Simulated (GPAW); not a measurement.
# KCaF3 (Pm-3m): the F K absorption edge, part 3 of 3

Aim: the near-edge shape at the F K edge of KCaF3 (Pm-3m), and what the core hole does to it.

GPAW 26.7.0; X-ray absorption from dipole matrix elements to empty bands, plane-wave PAW LDA.

So far. Step 5 (Spectrum with FCH, F atom 3): Main maxima below 24 eV (height): 2.9 eV (3.04), 5.4 eV (2.47), 8.9 eV (0.93), 14.3 eV (1.51) and 22.8 eV (1.48).  Step 5 (Spectrum with FCH, F atom 3): The hole costs E(hole) − E(ground) = 684.93 eV, and the lowest empty level of the hole cell on the spectrum's mesh lies at 4.59 eV, which puts the zero at 689.52 eV. One term is added: -9.89 eV, since the hole is spin-paired here and a spin-polarised one costs that much less in the free atom (computed apart).

**7. Spectrum with FCH, F atom 3**

A smaller cell brings the holes closer; here they are 4.5 Å apart.

Changed against the first core-hole run: supercell atoms from 10 to 5.

The input, xas.py:

```python
import numpy as np
from ase import Atoms
from ase.parallel import parprint, paropen
from gpaw import GPAW, PW, FermiDirac, Mixer, MixerDif, setup_paths
from gpaw.test import gen
setup_paths.insert(0, '.')
gen('F', name='fch1s', xcname='LDA', corehole=(1, 0, 1), write_xml=True)
from gpaw.mpi import world
world.barrier()

atoms = Atoms('CaKF3',
    cell=[[4.481726, 0, 0],
     [0, 4.481726, 0],
     [0, 0, 4.481726]],
    scaled_positions=[[0, 0, 0],
     [0.5, 0.5, 0.5],
     [0.5, 0, 0],
     [0, 0, 0.5],
     [0, 0.5, 0]],
    pbc=True)
atoms.calc = calc = GPAW(legacy_gpaw=True, mode=PW(500, force_complex_dtype=True), xc='LDA', setups={2: 'fch1s'},
    kpts={'size': (4, 4, 4), 'gamma': True}, occupations=FermiDirac(0.02),
    charge=0, mixer=Mixer(0.1, 5, 50), maxiter=150,
    convergence={'density': 0.0001, 'eigenstates': 1e-6}, txt='scf.txt')
energy = atoms.get_potential_energy() + calc.get_reference_energy()
ef = calc.get_fermi_level()
out = dict(energy=energy, fermi=ef, forces=atoms.get_forces().tolist())
parprint(f'all-electron energy {energy:.4f} eV, Fermi level {ef:.4f} eV')
ev = np.array([[calc.get_eigenvalues(k, s) for k in range(len(calc.get_ibz_k_points()))] for s in range(calc.get_number_of_spins())])
out['homo'], out['lumo'], out['counts'] = ev[ev < ef].max(), ev[ev > ef].min(), sorted(set((ev < ef).sum((0, 2)).tolist()))
out['filled'] = (ev[:, 0] < ef).sum(1).tolist()

from ase.units import Ha
from gpaw.xas import dipole_matrix_elements
nb = int(calc.get_number_of_electrons() / 2) + 57
top, nb = nb, nb + 8 + nb // 12
nscf = calc.fixed_density(kpts={'size': (5, 5, 5), 'gamma': True}, nbands=nb,
    convergence={'bands': top, 'eigenstates': 5e-3}, maxiter=60, txt='nscf.txt')
cell = atoms.cell.array
ops = [cell.T @ U.T @ np.linalg.inv(cell.T) for U in nscf.wfs.kd.symmetry.op_scc]
filled = [20]  # bands filled in the ground state, by spin
E = np.arange(-6, 34, 0.1)
fwhm = np.interp(E, [4, 25], [0.9, 3.5])
Y, X, zero, highest = 0, 0, 1e9, 1e9
for spin in range(nscf.get_number_of_spins()):
    wfs = nscf.wfs
    mine = wfs.bd.get_slice()  # this rank's bands
    A = dipole_matrix_elements(wfs.setups[2])
    eps = np.zeros((wfs.kd.nibzkpts, nb))
    d = np.zeros((3, A.shape[1], wfs.kd.nibzkpts, nb), complex)
    for kpt in wfs.kpt_u:
        if kpt.s == spin and 2 in kpt.P_ani:
            eps[kpt.k, mine] = kpt.eps_n * Ha
            d[:, :, kpt.k, mine] = (kpt.weight * wfs.nspins / 2) ** 0.5 * np.inner(A, kpt.P_ani[2])
    world.sum(eps)
    world.sum(d)
    T = np.einsum('amkn,bmkn->abkn', d, d.conj()).real
    T = sum(np.einsum('ai,ijkn,bj->abkn', R, T, R) for R in ops) / len(ops)
    empty = np.ones_like(eps, bool) & (np.arange(nb) >= filled[spin])
    zero, highest = min(zero, eps[empty].min()), min(highest, eps[:, top - 1].min())
    lines = [(eps, T, empty)] if spin == 0 else lines + [(eps, T, empty)]
for eps, T, empty in lines:
    f = np.einsum('aakn->akn', T).reshape(3, -1)
    x = eps.ravel() - zero
    w = np.interp(x, E, fwhm) / 2.35482
    g = np.exp(-0.5 * ((E[:, None] - x) / w) ** 2) / (w * (2 * np.pi) ** 0.5)
    Y = Y + (f * empty.ravel()) @ g.T
    X = X + (f * ~empty.ravel()) @ g.T
out.update(E=E.round(2).tolist(), xas=Y.tolist(), xes=X.tolist(), zero=zero, valid=highest - zero, nk=len(eps), nb=nb)
for i in range(0, len(E), 10):
    parprint(f'{E[i]:7.2f}', *(f'{v:10.3e}' for v in Y[:, i]))
import json
with paropen('out.json', 'w') as f:
    json.dump(out, f)
```

Started as:

```bash
OMP_NUM_THREADS=1 mpirun -n 4 gpaw python xas.py
```

Numbers of over 12 decimals in the logs are rounded to 6 here.

The program printed:

```text
Input parameters:
  convergence: {density: 0.0001,
                eigenstates: 1e-06}
  kpts: {gamma: True,
         size: (4, 4, 4)}
  maxiter: 150
  mixer: {backend: pulay,
          beta: 0.1,
          method: separate,
          nmaxold: 5,
          weight: 50}
  mode: {ecut: 500.0,
         force_complex_dtype: True,
         name: pw}
  occupations: {fixmagmom: False,
                name: fermi-dirac,
[...]
*p    :    -0.212468
*d    :     0.000000
--------------------------------

Diagonalizing with gridspacing h=0.050

state   all-electron     PAW
-------------------------------
2s:      -1.877741    -1.879888
2p:      -1.212468    -1.215269
*d:                   -0.058611
*f:                   -0.013370
-------------------------------
all-electron energy -42246.8599 eV, Fermi level 0.8532 eV
[...]
32.00  2.084e-05  2.842e-05  2.842e-05
  33.00  2.255e-05  3.004e-05  3.004e-05
[key lines of the parts left out:]
Converged after 16 iterations.
Dipole moment: (-0.000000, 0.000000, 0.000000) |e|*Ang
Free energy:    -46.221576
Fermi level: 0.85323
```

Run time: 10 s. Hardware: 4 MPI ranks of Intel Xeon 6975P-C (Granite Rapids), shared host; peak memory 0.24 GiB.

These settings depart from the first run's and aren't meant as converged.

Against the first run the r.m.s. difference is 21 %. The highest intensity below 16 eV goes from 2.9 eV (3.04) to 2.8 eV (2.77).

| E (eV) | first run | this run |
| --- | --- | --- |
| -2.0 | 0.00 | 0.00 |
| -0.5 | 0.00 | 0.00 |
| 1.0 | 0.19 | 0.13 |
| 2.5 | 2.49 | 2.22 |
| 4.0 | 0.78 | 1.22 |
| 5.5 | 2.41 | 1.61 |
| 7.0 | 0.62 | 0.61 |
| 8.5 | 0.89 | 1.05 |
| 10.0 | 0.62 | 0.74 |
| 11.5 | 0.46 | 0.56 |
| 13.0 | 1.01 | 1.00 |
| 14.5 | 1.49 | 1.32 |
| 16.0 | 0.97 | 0.93 |
| 17.5 | 0.66 | 0.74 |
| 19.0 | 0.72 | 0.86 |
| 20.5 | 1.10 | 1.27 |
| 22.0 | 1.43 | 1.48 |
| 23.5 | 1.46 | 1.36 |
| 25.0 | 1.44 | 1.32 |
| 26.5 | 1.44 | 1.35 |
| 28.0 | 1.30 | 1.32 |
| 29.5 | 1.12 | 1.21 |
| 31.0 | 0.85 | 0.95 |

**8. With and without the hole**

Both curves are counted from their own zero, so only the shift of weight within the empty states shows.

| E (eV) | no hole | FCH |
| --- | --- | --- |
| -2.0 | 0.00 | 0.00 |
| -1.0 | 0.00 | 0.00 |
| 0.0 | 0.01 | 0.01 |
| 1.0 | 0.13 | 0.19 |
| 2.0 | 0.53 | 1.23 |
| 3.0 | 1.92 | 2.98 |
| 4.0 | 2.59 | 0.78 |
| 5.0 | 0.98 | 2.02 |
| 6.0 | 1.79 | 1.51 |
| 7.0 | 1.34 | 0.62 |
| 8.0 | 0.90 | 0.78 |
| 9.0 | 1.21 | 0.92 |
| 10.0 | 0.89 | 0.62 |
| 11.0 | 0.66 | 0.43 |
| 12.0 | 0.58 | 0.56 |
| 13.0 | 0.71 | 1.01 |
| 14.0 | 1.14 | 1.47 |
| 15.0 | 1.26 | 1.36 |
| 16.0 | 1.02 | 0.97 |
| 17.0 | 0.73 | 0.72 |
| 18.0 | 0.57 | 0.64 |
| 19.0 | 0.56 | 0.72 |
| 20.0 | 0.68 | 0.95 |
| 21.0 | 0.83 | 1.23 |
| 22.0 | 0.97 | 1.43 |
| 23.0 | 1.07 | 1.47 |
| 24.0 | 1.10 | 1.44 |
| 25.0 | 1.14 | 1.44 |
| 26.0 | 1.21 | 1.45 |
| 27.0 | 1.27 | 1.40 |
| 28.0 | 1.28 | 1.30 |
| 29.0 | 1.25 | 1.19 |
| 30.0 | 1.13 | 1.03 |
| 31.0 | 0.94 | 0.85 |

With each curve scaled to its own mean, the area from −2 to 6 eV with the hole is 8.1 against 7.1, and the centre of weight from −1 to 20 eV moves by +0.1 eV (first and strongest maxima below 20 eV: 3.6 eV (3.53), 6.1 eV (1.80) and 14.7 eV (1.28) without the hole, 2.9 eV (3.04), 5.4 eV (2.47) and 14.3 eV (1.51) with it), while the pattern of peaks shifts by -0.8 eV; the shape changes all the same, by 51 % r.m.s.

**9. What came out**

* absorber and edge: F K, atom 3 of the ground-state input (counted from 1)
* surroundings: 2 Ca at 2.24 Å (linear, site symmetry 4/mmm)
* highest intensity below 16 eV: 2.9 eV above the zero, height 3.04
* photon energy of the zero, with the added terms: 679.6 eV (raw 689.5 eV; LDA puts this hole about 5 eV below PBE, itself good to a few eV)

In words: The F K edge of atom 3, with 2 Ca at 2.24 Å (linear, site symmetry 4/mmm), has its highest intensity of the first 16 eV at 2.9 eV above the zero, near 683 eV in photon energy (LDA puts this hole about 5 eV below PBE, itself good to a few eV), 3.0 times the mean level of the first 20 eV (Gaussian full width 0.9 eV up to 4 eV, rising linearly to 3.5 eV at 25 eV). With each curve scaled to its own mean, the area from −2 to 6 eV with the hole is 8.1 against 7.1, and the centre of weight from −1 to 20 eV moves by +0.1 eV (first and strongest maxima below 20 eV: 3.6 eV (3.53), 6.1 eV (1.80) and 14.7 eV (1.28) without the hole, 2.9 eV (3.04), 5.4 eV (2.47) and 14.3 eV (1.51) with it), while the pattern of peaks shifts by -0.8 eV; the shape changes all the same, by 51 % r.m.s. A cell with holes 4.5 Å apart changes the curve by 21 % r.m.s. (19 % after the best shift). The holes are only 6.3 Å apart, so the shape is probably not converged with cell size; no larger cell was run here. The mesh is coarse (0.28 Å⁻¹ between points), so small maxima may be mesh ripples. Lifetime broadening is put in by hand, and intensities beyond about 20 eV depend on it and on the partial waves. The structure is a computed Materials Project entry and may be a hypothetical form.

[Banner, clock and machine lines of the logs are left out without a mark of their own.]

[Logs are printed without paths, hosts, clocks, repeated set-up lines and the standing remarks that a program may print on its own settings, such as how far it seeks lower states.]

[Hosts, paths, dates, database ids (printed as entryN), source tags and the programs' standing remarks are cut or masked in the printed files.]

[Lists of maxima count a maximum above −3 eV only where it reaches 4 % of the highest in the window and stands out from its surroundings by 2 % of it (1.5 % where it reaches 55 %); shoulders and weaker maxima are passed over, and of the rest the first, up to two pre-edge ones and the few strongest are named.]
